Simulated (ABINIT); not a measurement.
Planning a run of ABINIT 10.8.3 on BaTiO3 (Barioperovskite). The input:

```
acell 3*1.0 Angstrom
rprim 
  3.985500000000 0.000000000000 0.000000000000
  0.000000000000 2.836900000000 2.845150000000
  0.000000000000 -2.836900000000 2.845150000000
ntypat 3
znucl 56 22 8
natom 5
typat 1 2 3 3 3
xred 
  0.000000000000 0.000000000000 0.000000000000
  0.500000000000 0.512400000000 0.512400000000
  0.000000000000 0.487400000000 0.487400000000
  0.500000000000 0.505240000000 0.991840000000
  0.500000000000 0.991840000000 0.505240000000
pp_dirpath "pseudos"
pseudos "Ba.upf, Ti.upf, O.upf"
ecut 38
ngkpt 6 6 6
nshiftk 1
shiftk 0 0 0
kptopt 1
chksymbreak 0
nband 26
occopt 1
tolvrs 1e-10
nstep 60
prtwf 0
optforces 0
optstress 0
indata_prefix "in"
outdata_prefix "out"
tmpdata_prefix "tmp"
```

```sh
OMP_NUM_THREADS=1 mpirun -n 8 abinit run.abi > log
```

Q: How long will it take on 8 MPI ranks of Arm Neoverse N1, shared host, and how much memory?

It took 88 s; on shared hardware allow 44 s to 2.9 min. Peak host memory was 0.7 GiB.

[Paths, hosts, dates, memory and timing lines, banners, echoed tables and standing remarks are left out of the program output.]

[Logs are printed without paths, hosts, clocks, repeated set-up lines and the standing remarks that a program may print on its own settings, such as how far it seeks lower states.]

[Runs of the session that timed out or met a known fault of the program may be left out.]

[Hosts, paths, dates, database ids (printed as entryN), source tags and the programs' standing remarks are cut or masked in the printed files.]

[G0W0 gaps are taken among the corrected bands and points alone; a level outside them can change the order at an edge.]

[Where Ansatz stands beside ABINIT at settings called matched, ABINIT's density can come from a denser mesh and the files from another edition; pairs whose starting gaps differed by over 0.03 eV were left out, so agreement reads better than it is.]
